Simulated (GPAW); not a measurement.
# A GW chain in GPAW: MgO2 (R-3m), part 2 of 2

How does a plane-wave GW calculation on MgO2 (R-3m) run from the first input to the gap?

GPAW 26.7.0; LDA and many-body steps on it, plane waves. Known limits of the many-body steps: not at the basis limit; coarse k mesh.

So far. Step 3 (Bands along the symmetry lines): The gap is 2.196 eV, as in the run before at this level. Step 4 (Empty states on the mesh, 4×4×4 mesh, 210 bands): On this mesh the gap is 2.196 eV.

**5. Screening and self-energy, 4×4×4 mesh, 93 bands, screening to 120 eV**

G0W0 replaces the xc potential by the self-energy, built once from these orbitals. Only a window of levels is corrected, while the sums run over the empty bands that the input names.

This step: G0W0 on LDA, plane waves, PAW.

The input, run.py:

```python
import json
import numpy as np
from gpaw.mpi import world
from gpaw.response.g0w0 import G0W0

gw = G0W0('full.gpw',
    filename='gw',
    kpts=[0, 12],
    bands=(9, 13),
    ecut=120,
    nbands=93,
    integrate_gamma='WS',
    ppa=True)
gw.calculate()
res = {mode: {k: v for k, v in r.items() if k != 'sigma_eskwn'}
       for mode, r in gw.all_results.items()}

if world.rank == 0:
    with open('result.json', 'w') as f:
        json.dump(res, f, default=lambda x: x.tolist())
```

Command:

```bash
$ mpirun -n 4 gpaw python run.py
```

Numbers of over 12 decimals in the logs are rounded to 6 here.

What it wrote:

```text
Using integrator: PointIntegrator
FrequencyGridDescriptor(from 0.000+0.000j to 0.000+27.211j eV, 2 points)
Nonperiodic BCs:  [False False False]
Using integrator: PointIntegrator
FrequencyGridDescriptor(from 0.000+0.000j to 0.000+27.211j eV, 2 points)
Nonperiodic BCs:  [False False False]
  ___  _ _ _
 |   || | | |
 | | || | | |
 |__ ||_____|
 |___|

BZ k-points: Symmetries present (total): 12

  [... matrices ...]
64 k-points: 4 x 4 x 4 Monkhorst-Pack grid + [1/8,1/8,1/8]
13 k-points in the irreducible part of the Brillouin zone
       k-points in crystal coordinates                weights
   0:     0.00000000    0.00000000    0.00000000          1/64
   1:     0.25000000    0.00000000   -0.25000000          6/64
   2:     0.25000000    0.00000000    0.00000000          6/64
   3:     0.25000000    0.25000000   -0.25000000          6/64
   4:     0.25000000    0.25000000    0.00000000          6/64
   5:     0.25000000    0.25000000    0.25000000          2/64
   6:     0.50000000    0.00000000    0.00000000          3/64
   7:     0.50000000    0.25000000   -0.25000000          6/64
   8:     0.50000000    0.25000000    0.00000000         12/64
   9:     0.50000000    0.25000000    0.25000000          6/64
          ...
  12:     0.50000000    0.50000000    0.50000000          1/64

Distributing spins, k-points and bands (1 x 2 x 4) over 4 processes
Number of blocks: 1

Quasi particle states:
k-points (IBZ indices): [0, 12]
Band range: (9, 13)
  [... matrices ...]
Computational parameters:
Plane wave cut-off: 120 eV
Number of bands: 93
Coulomb cutoff: None
Broadening: 0.1 eV

fxc modes: GW
Kernel: RPA
Using Godby-Needs plasmon-pole approximation:
  Fitting energy: i*E0, E0 = 1.000 Hartree
Summing all q:

Calculating screened Coulomb potential
No Coulomb truncation
FrequencyGridDescriptor(from 0.000+0.000j to 0.000+27.211j eV, 2 points)
Removing empty qpoint cache files...

Calculating chi0 body with:
    Ground state adapter containing:
    Number of spins: 1
    Number of kpoints: 64
    Number of irreducible kpoints: 13
    Number of completely occupied states: 11
    Number of partially occupied states: 11
    Occupied states memory: 2.3203125 M / cpu

    Linear response parametrization:
    q_c: [0.0, 0.0, 0.0]
    Number of frequency points: 2
    Planewave cutoff: 120.0
    Number of bands: 93
    Number of planewaves: 97
    Broadening (eta): 1e-06
    comm.size: 4
    kncomm.size: 4
    blockcomm.size: 1

    Memory estimate of potentially large arrays:
        chi0_wGG: 0.287140 M / cpu
Integrating chi0 body.

Symmetries of q_c:
    Direct symmetries (Uq -> q): 12
    Indirect symmetries (TUq -> q): 0
In total 12 allowed symmetries.

  [... matrices ...]
13 groups of equivalent kpoints. 79.6875% reduction.

Integral kind: response function
Integrating chi0 head and wings.

Symmetries of q_c:
    Direct symmetries (Uq -> q): 12
    Indirect symmetries (TUq -> q): 0
In total 12 allowed symmetries.

  [... matrices ...]
13 groups of equivalent kpoints. 79.6875% reduction.

Integral kind: response function wings

Calculating chi0 body with:
    Ground state adapter containing:
    Number of spins: 1
    Number of kpoints: 64
    Number of irreducible kpoints: 13
    Number of completely occupied states: 11
    Number of partially occupied states: 11
    Occupied states memory: 2.3203125 M / cpu

    Linear response parametrization:
[... the further q-points ...]

Results:
f:      Occupation numbers
eps:     KS-eigenvalues [eV]
vxc:     KS vxc [eV]
exx:     Exact exchange [eV]
sigma:   Self-energies [eV]
dsigma:  Self-energy derivatives
Z:       Renormalization factors
qp:      QP-energies [eV]

k-point 0 (0): (0.000, 0.000, 0.000)                GW
band       f     eps     vxc     exx   sigma  dsigma       Z      qp
                                                                   GW
   9   1.000   2.885 -20.758 -26.736   4.572  -0.271   0.787   1.780
  10   1.000   2.885 -20.758 -26.736   4.572  -0.271   0.787   1.780
  11   0.000   8.058 -12.247  -7.047  -3.606  -0.171   0.854   9.420
  12   0.000   8.399 -21.710 -13.588  -4.745  -0.289   0.776  11.019

k-point 1 (12): (0.500, 0.500, 0.500)                GW
band       f     eps     vxc     exx   sigma  dsigma       Z      qp
                                                                   GW
   9   1.000   3.693 -21.838 -27.555   4.488  -0.267   0.789   2.723
  10   1.000   3.693 -21.838 -27.555   4.488  -0.267   0.789   2.723
  11   0.000   5.889 -19.709 -13.397  -3.754  -0.236   0.809   7.959
  12   0.000   8.411 -10.216  -4.948  -3.762  -0.160   0.862   9.709
```

The job ended after 32 s (4 MPI ranks of Arm Neoverse V2, shared host; peak memory 1 GiB).

Numbers from this step:

| Quantity | Value |
| --- | --- |
| G0W0 gap on the points computed | 5.236 eV |
| least direct G0W0 gap on the computed points | 5.236 eV |
| Z at the valence top | 0.7895 |
| Z at the conduction bottom | 0.8092 |
| starting gap on the mesh | 2.196 eV |
| k of the valence top | 0.5, 0.5, 0.5 |
| k of the conduction bottom | 0.5, 0.5, 0.5 |

The gap on the mesh goes from 2.20 eV to 5.24 eV, a correction of +3.04 eV.

Limits: finite bands, cutoff and mesh; coarse k mesh. v1 is the top filled band, c1 the lowest empty one. The levels before and after the correction (eV, zero at the valence-band top of each column):

```csv
,conduction bottom,valence top
Kohn-Sham,2.20,0.00
G0W0,5.24,0.00
```

```csv
,level,energy (eV)
Kohn-Sham,(0.5 0.5 0.5) v2-v1,0.000
Kohn-Sham,(0.5 0.5 0.5) c1,2.196
Kohn-Sham,(0.5 0.5 0.5) c2,4.718
G0W0,(0.5 0.5 0.5) v2-v1,0.000
G0W0,(0.5 0.5 0.5) c1,5.236
G0W0,(0.5 0.5 0.5) c2,6.986
```

**6. Where the time went**

Times are wall times on 4 MPI ranks of Arm Neoverse V2, shared host, good to a factor of about two.

```csv
step,time,share,memory (GiB)
ground state,9.2 s,16 %,0.69
bands along the symmetry lines,7.6 s,13 %,0.72
empty states on the mesh,9.5 s,16 %,1.0
screening and self-energy,32 s,55 %,1.0
```

**7. Summary of results**

* LDA gap: 2.20 eV, direct
* G0W0 gap on the mesh: 5.24 eV
* GW settings: 4×4×4 mesh, 93 bands, screening to 120 eV, Godby-Needs plasmon pole
* known limits: not at the basis limit; coarse k mesh

G0W0 moves the gap on the mesh from 2.20 eV to 5.24 eV (+3.04 eV), with Z of 0.79 and 0.81 at the edges. Only 2 of the mesh's irreducible points were corrected, so a valley elsewhere could overtake. The dearest step here is «screening and self-energy». Bands and cutoff are finite, so the gap is not at the basis limit. The miss can reach some tenths of an eV and take either sign; the mesh is an error of its own. These stock PAW sets were not made for GW. In the G0W0 run levels were corrected at 2 k points alone, so a gap called «on the mesh» is the least over those, and an edge elsewhere would be missed. The 4×4×4 mesh is coarse for this cell, which bears on the long-range parts of exchange and screening.

[Paths, hosts, dates, memory and timing lines, banners, echoed tables and standing remarks are left out of the program output.]

[Logs are printed without paths, hosts, clocks, repeated set-up lines and the standing remarks that a program may print on its own settings, such as how far it seeks lower states.]

[Runs of the session that timed out or met a known fault of the program may be left out.]

[Hosts, paths, dates, database ids (printed as entryN), source tags and the programs' standing remarks are cut or masked in the printed files.]
